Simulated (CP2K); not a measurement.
Consider borylacetylene at its PBE geometry (Å).

```xyz
6

B    -1.1308    0.0656   -0.0825
C     0.3609   -0.0253    0.0217
C     1.5780   -0.0935    0.1130
H    -1.8221   -0.5990    0.6329
H    -1.6307    0.8040   -0.8800
H     2.6447   -0.1517    0.1948
```

Method: CP2K XAS_TDP, all-electron GAPW, PBEh(45%), aug-cc-pVTZ, TDA, GW2X-corrected core level, no relativity.

Q: Predict the bright core excitations at the C K edge.

Leading lines: C2 285.61 eV and C3 284.00 eV. The leading line of an atom is its first one with 35 % of the strongest within 2.5 eV of its lowest line over the strength cut. Core ionisation energies at this level: C2 290.32 and C3 290.76 eV.

The first six lines of each atom with a strength over 0.0015:

```
                  atom  energy (eV)  states  strength, one atom  above the computed threshold
C2 (bonded to B and C)       284.25       1              0.0105                              
                             285.61       1              0.0544                              
                             287.63       1              0.0461                              
                             290.06       1              0.0032                              
                             290.95       1              0.0017                           yes
                             291.29       1              0.0031                           yes
C3 (bonded to C and H)       284.00       1              0.0508                              
                             286.33       1              0.0458                              
                             288.63       1              0.0086                              
                             289.34       1              0.0040                              
                             289.89       1              0.0049                              
                             290.46       1              0.0133
```

Lines are vertical, at one geometry, with no vibrational structure. GW2X ionisation energies and lines can be off by 1 to 2 eV either way, and a good line position may hide errors that cancel. These values hold no scalar relativity, about 0.1 eV for C 1s. Rydberg lines, and the discretised continuum above threshold, depend on the basis and the box.

[Banner, clock and machine lines of the logs are left out without a mark of their own.]

[Logs are printed without paths, hosts, clocks, repeated set-up lines and the standing remarks that a program may print on its own settings, such as how far it seeks lower states.]

[Hosts, paths, dates, database ids (printed as entryN), source tags and the programs' standing remarks are cut or masked in the printed files.]
